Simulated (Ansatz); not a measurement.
**WS2 (Tungstenite): G0W0 under other settings**

Aim: change settings of a G0W0 run on WS2 (Tungstenite) and see what moves.

Program: Ansatz 0.2.0. Level of theory: G0W0 on PBE, plane waves, PAW. Results are calculated unless marked as measured.

This is a report of a sequence of runs, with most program output left out.

**1. Set-up**

The structure is hexagonal, space group P6_3/mmc (No. 194). The conventional cell has a = 3.153 Å, b = 3.153 Å, c = 12.323 Å, α = 90.00°, β = 90.00°, γ = 120.00°. W has 6 S at 2.40 Å nearest. S has 3 W at 2.40 Å nearest. Farther neighbours and most contacts between anions are not listed.

Structure file:

```cif
data_structure
_symmetry_space_group_name_H-M 'P 1'
_symmetry_Int_Tables_number 1
_cell_length_a 3.1532
_cell_length_b 3.1532
_cell_length_c 12.3230
_cell_angle_alpha 90.000
_cell_angle_beta 90.000
_cell_angle_gamma 120.000
_cell_volume 106.11
loop_
_atom_site_label
_atom_site_type_symbol
_atom_site_fract_x
_atom_site_fract_y
_atom_site_fract_z
_atom_site_occupancy
W1 W 0.33333 0.66667 0.25000 1
W2 W 0.66667 0.33333 0.75000 1
S3 S 0.33333 0.66667 0.62250 1
S4 S 0.66667 0.33333 0.12250 1
S5 S 0.33333 0.66667 0.87750 1
S6 S 0.66667 0.33333 0.37750 1
```

The cell and positions come from the Crystallography Open Database and are kept as given unless a step says otherwise. Spin-orbit coupling is left out unless a step names it. The default PAW set here is soft_2. Its files were made with PBE.

**2. The base run: 6×6×2 mesh, 316 empty bands, screening to 120 eV**

Now the one-shot GW correction: screening in the RPA, then the self-energy of the levels asked for.

Input file input.yaml:

```yaml
crystal:
  lattice:
    - [3.1532, 0.0, 0.0]
    - [-1.5766, 2.7307513032, 0.0]
    - [0.0, 0.0, 12.323]
  atoms:
    - { symbol: W, position: [0.3333333333, 0.6666666667, 0.25] }
    - { symbol: W, position: [0.6666666667, 0.3333333333, 0.75] }
    - { symbol: S, position: [0.3333333333, 0.6666666667, 0.6225] }
    - { symbol: S, position: [0.6666666667, 0.3333333333, 0.1225] }
    - { symbol: S, position: [0.3333333333, 0.6666666667, 0.8775] }
    - { symbol: S, position: [0.6666666667, 0.3333333333, 0.3775] }
kpoints:
  mp_grid: { grid: [6, 6, 2] }
hamiltonian:
  xc: pbe
scf:
  occupations: { method: fixed }
gw:
  n_empty_bands: 316
  ecut_chi: 120
  qp_bands: [v2, c2]
  qp_kpoints: band_edges
  screening: { model: contour_deformation }
```

Launch:

```sh
> ansatz run input.yaml --threads 2 --pin off --max-ram 92160MiB --backend cuda --events-out ev --progress --plain --runs-dir out --devices 1 --max-vram 13GiB  # rebuilt from the run's record
```

Elapsed: 15 s, on 1 × NVIDIA H100 80GB HBM3 (shared by 6 runs) with 2 threads of AMD EPYC 7R13 (Zen 3), shared host; peak memory 1.5 GiB.

This step gave:

```
bands summed                                 : 342
RPA ε∞ on this mesh (eigenvalues)            : 5.922, 13.98, 13.98
plane waves in the screening matrix          : 317
q-points in the mesh                         : 72
G0W0 gap on the mesh                         : 1.349 eV
k of the valence top                         : 0, 0, 0
k of the conduction bottom                   : 0.1667, 0.1667, 0
starting gap on the mesh                     : 0.9775 eV
Z at the valence top                         : 0.7572
Z at the conduction bottom                   : 0.7683
least direct G0W0 gap on the computed points : 2.318 eV
```

The gap on the mesh goes from 0.98 eV to 1.35 eV, a correction of +0.37 eV. Between the two edge states, bare exchange in place of the xc potential would open the gap by 4.62 eV, and correlation takes back 4.25 eV.

**3. Variant: all filled levels at the zone centre**

input.yaml: that of step 2 with these lines changed.

```diff
@@ -19,6 +19,6 @@
 gw:
-  n_empty_bands: 316
-  ecut_chi: 120
-  qp_bands: [v2, c2]
-  qp_kpoints: band_edges
+  n_empty_bands: 240
+  ecut_chi: 100
+  qp_bands: [lowest, c2]
+  qp_kpoints: [[0, 0, 0]]
   screening: { model: contour_deformation }
```

Run time: 21 s. Hardware: 1 × NVIDIA H100 80GB HBM3 (shared by 6 runs) with 2 threads; peak memory 1.3 GiB; 19 s of CPU time.

Absolute levels on the run's own zero. QP, by row:

```csv
k index,band,KS (eV),Sigma_x (eV),Sigma_c (eV),Vxc (eV),Z,QP linearised (eV),QP (eV),source,doubts
0,1,-62.76,-53.94,15.51,-37.86,0.5358,-63.35,-63.33,root,z_under_floor
0,2,-62.76,-53.94,15.51,-37.86,0.5358,-63.35,-63.33,root,z_under_floor
0,3,-27.07,-42.09,9.73,-31.55,0.6513,-27.91,-27.88,root,
0,4,-27.07,-42.1,9.731,-31.55,0.651,-27.91,-27.88,root,
0,5,-26.88,-42.23,9.51,-31.96,0.6394,-27.67,-27.64,root,
0,6,-26.88,-42.23,9.51,-31.96,0.6394,-27.67,-27.64,root,
0,7,-26.88,-42.23,9.51,-31.96,0.6394,-27.67,-27.64,root,
0,8,-26.88,-42.23,9.51,-31.96,0.6394,-27.67,-27.64,root,
0,9,-3.869,-24.15,8.244,-15.76,0.6285,-4.011,-4.009,root,
0,10,-3.638,-24.25,8.088,-16,0.6479,-3.801,-3.799,root,
0,11,-2.325,-24.29,7.641,-16.37,0.6764,-2.606,-2.603,root,
0,12,-1.886,-24.65,7.429,-16.96,0.6824,-2.147,-2.144,root,
0,13,4.128,-19.1,4.868,-14,0.6701,3.902,3.901,root,
0,14,5.182,-19.68,4.268,-15.21,0.702,4.98,4.981,root,
0,15,7.923,-17.67,3.172,-14.05,0.7121,7.467,7.473,root,
0,16,8.291,-20.42,2.601,-17.64,0.7222,8.115,8.116,root,
0,17,8.291,-20.42,2.601,-17.64,0.7222,8.115,8.116,root,
0,18,8.306,-20.42,2.583,-17.66,0.7222,8.132,8.132,root,
0,19,8.306,-20.42,2.583,-17.66,0.7222,8.132,8.132,root,
0,20,9.529,-20.26,1.812,-18.28,0.7541,9.359,9.36,root,
0,21,9.529,-20.26,1.812,-18.28,0.7541,9.359,9.36,root,
0,22,9.582,-20.31,1.768,-18.38,0.7549,9.421,9.422,root,
0,23,9.582,-20.31,1.768,-18.38,0.7549,9.421,9.422,root,
0,24,10.26,-18.79,2.228,-16.24,0.7567,9.934,9.936,root,
0,25,10.55,-18.28,1.128,-16.98,0.7527,10.38,10.38,root,
0,26,11.77,-19.5,0.6278,-18.81,0.7585,11.71,11.71,root,
0,27,14.08,-13.76,-4.178,-18.42,0.759,14.56,14.56,root,
0,28,14.08,-13.76,-4.178,-18.42,0.759,14.56,14.56,root,
```

Against the base:

```csv
setting,base,variant
empty bands,316,240
screening cutoff (eV),120,100
levels asked,v2 to c2,lowest to c2
points asked,band edges,"[[0, 0, 0]]"
```

**4. Variant: coarser q mesh**

input.yaml: that of step 3 with these lines changed.

```diff
@@ -21,4 +21,5 @@
   ecut_chi: 100
-  qp_bands: [lowest, c2]
-  qp_kpoints: [[0, 0, 0]]
+  qp_bands: [v2, c2]
+  qp_kpoints: band_edges
   screening: { model: contour_deformation }
+  q_mesh: [3, 3, 1]
```

Run time: 11 s. Hardware: 1 × NVIDIA H100 80GB HBM3 (shared by 6 runs) with 2 threads; peak memory 1.2 GiB; 6.6 s of CPU time.

Against the base:

```csv
setting,base,variant
empty bands,316,240
screening cutoff (eV),120,100
q mesh,-,"[3, 3, 1]"
```

```csv
quantity,variant,base
starting gap on the mesh,0.977,0.977
G0W0 gap on the mesh,1.348,1.349
least direct G0W0 gap on the computed points,2.429,2.318
Z at the valence top,0.752,0.757
Z at the conduction bottom,0.762,0.768
```

**5. Results**

```yaml
base: 1.35 eV, 15 s
all_filled_levels_at_the_zone_centre: direct gap at the listed points 2.84 eV, 21 s
coarser_q_mesh: 1.35 eV, 11 s
```

In words: All filled levels at the zone centre: only the listed points were computed; the least direct gap there is 2.84 eV, with empty bands, screening cutoff, levels asked and points asked changed against the base. Coarser q mesh: the gap moves by −0.001 eV; such settings are too crude to quote. The variant differs from the base in empty bands, screening cutoff and q mesh together, so the change can't be laid to one of them. All runs here use a coarse mesh and modest cutoffs; they test settings and are not final values. The 6×6×2 mesh is coarse for this cell (its supercell is 19 Å along the shortest edge). The RPA ε∞ on it, from the PBE start, is 5.92 and 13.98; such meshes misread the long-range screening, most where the gap is narrow. The many-body steps are scalar-relativistic: spin-orbit coupling is not in them.

[Paths, hosts, dates, memory and timing lines, banners, echoed tables and standing remarks are left out of the program output.]

[Logs are printed without paths, hosts, clocks, repeated set-up lines and the standing remarks that a program may print on its own settings, such as how far it seeks lower states.]

[Runs of the session that timed out or met a known fault of the program may be left out.]

[Cells called generated may have been cut or substituted from an entry of the Crystallography Open Database or the Materials Project.]

[Hosts, paths, dates, database ids (printed as entryN), source tags and the programs' standing remarks are cut or masked in the printed files.]
